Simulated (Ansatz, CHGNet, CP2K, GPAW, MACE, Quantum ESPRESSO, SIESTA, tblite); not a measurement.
**Other levels on random packing of 55Li2O-45Nb2O5 (mol %) (96 atoms)**

Density of this cell: 3.87 g/cm³. The cell holds 96 atoms: 22 Li, 56 O and 18 Nb. Cell: a = 10.533 Å, b = 10.533 Å, c = 10.533 Å, α = 90.0°, β = 90.0°, γ = 90.0°. 96 atoms (22 Li, 56 O, 18 Nb) packed at random in a cube at 3.87 g/cm³ and pushed apart as soft spheres, cations and anions kept from their own kind; a start for melting by ab initio MD, not an equilibrated structure. Then every atom was moved at random, 0.05 Å r.m.s. a Cartesian component.

Geometry: as built.

The reference, a calculation:

| Quantity | Value |
| --- | --- |
| method | Kohn-Sham DFT, PBE, SSSP efficiency 1.3.0 pseudopotentials, plane waves (Quantum ESPRESSO 7.5); sssp-pbe-1.3.0-efficiency, cutoffs 60/480 Ry, Γ point |
| r.m.s. force component | 1.832 eV/Å |
| longest force | 6.69 eV/Å |
| pressure | -15.79 GPa |
| time | 18 min on 4 MPI ranks of Arm Neoverse V1, shared host |
| CPU time | 73 min |

**Question.** The same geometry is run in other programs. How far does each lie from the reference, and what does it cost?
- CHGNet r2SCAN potential (CHGNet r2SCAN; 1 thread)
- CP2K PBE, DZVP-UZH, 800/50 Ry, diagonalisation (CP2K 2026.2; 4 MPI ranks)
- CHGNet 0.3.0 potential (CHGNet 0.3.0; 1 thread)
- GPAW PBE, LCAO dzp, h 0.28 Å (GPAW 26.7.0; 1 thread)
- SIESTA PBE, DZP, shift 0.01 Ry, mesh 500 Ry (SIESTA 5.4.2; 4 MPI ranks)
- MACE MP-0b3 medium potential (MACE MP-0b3 medium; 1 thread)
- CP2K PBE, SZV-MOLOPT-SR, 800/50 Ry, diagonalisation (CP2K 2026.2; 2 threads)

Differences are against the plane-wave reference, forces as r.m.s. over components; share is that over the reference's r.m.s. force, slope the least-squares factor from reference forces to these. Total energies of different programs have different zeros and aren't compared.

```
                                                         run  Δ force, r.m.s. (meV/Å)  share (%)  slope  Δ pressure (GPa)  cores  CPU time  memory (GiB)
                                                   reference                        -          -      -                 -      4    73 min           3.7
                                     CHGNet r2SCAN potential                      564       30.8  1.005             -1.49      1     4.8 s           1.5
              CP2K PBE, DZVP-UZH, 800/50 Ry, diagonalisation                     49.7       2.71  0.995              1.22      4    48 min           6.1
                                      CHGNet 0.3.0 potential                      543       29.6  1.048             0.655      1     4.8 s           1.5
                       GPAW PBE, LCAO dzp, h 0.28 Å (coarse)                     1686       92.0  1.055                 -      1   8.8 min          0.77
                 SIESTA PBE, DZP, shift 0.01 Ry, mesh 500 Ry                      104       5.69  0.967             -0.13      4    40 min           2.8
                                MACE MP-0b3 medium potential                      525       28.6  0.906              3.07      1     9.4 s           1.2
CP2K PBE, SZV-MOLOPT-SR, 800/50 Ry, diagonalisation (coarse)                      340       18.6  0.895              6.99      2    20 min           4.1
```

Rows marked coarse were listed beforehand as settings not expected to be converged; some can still land near the reference.

Times of the machine-learned potentials are mostly Python's start and the loading of weights.

CPU time is summed over cores on a shared host, where runs went side by side, so it is rough. Symmetry, cutoffs, thresholds, outputs and thread counts weren't matched or tuned between programs; memory under MPI is the largest rank's times the ranks.

The PBE runs in local orbitals, coarse settings apart, differ by 2.7 % (CP2K PBE, DZVP-UZH, 800/50 Ry, diagonalisation) to 5.7 % (SIESTA PBE, DZP, shift 0.01 Ry, mesh 500 Ry); basis, grid and potentials can all enter. Machine-learned potentials differ by 29 % (MACE MP-0b3 medium potential) to 31 % (CHGNet r2SCAN potential); they were trained on other programs' data, some at another functional. CP2K PBE, DZVP-UZH, 800/50 Ry, diagonalisation needed 87 SCF steps, so its time overstates the method's usual cost. Runs with settings chosen to be coarse differ by 19 % (CP2K PBE, SZV-MOLOPT-SR, 800/50 Ry, diagonalisation) to 92 % (GPAW PBE, LCAO dzp, h 0.28 Å), their programs' other errors included. Machine-learned potentials mimic data converged in k, so the reference's own k-point error enters their differences. The runs have no spin polarisation, so any moments at edges, vacancies or dangling bonds can't form. The electronic-structure runs sample only Γ, in a cell whose shortest periodic width is 11 Å, which is coarse for a cell with partly filled levels.

[Logs are printed without paths, hosts, clocks, repeated set-up lines and the standing remarks that a program may print on its own settings, such as how far it seeks lower states.]

[Hosts, paths, dates, database ids (printed as entryN), source tags and the programs' standing remarks are cut or masked in the printed files.]
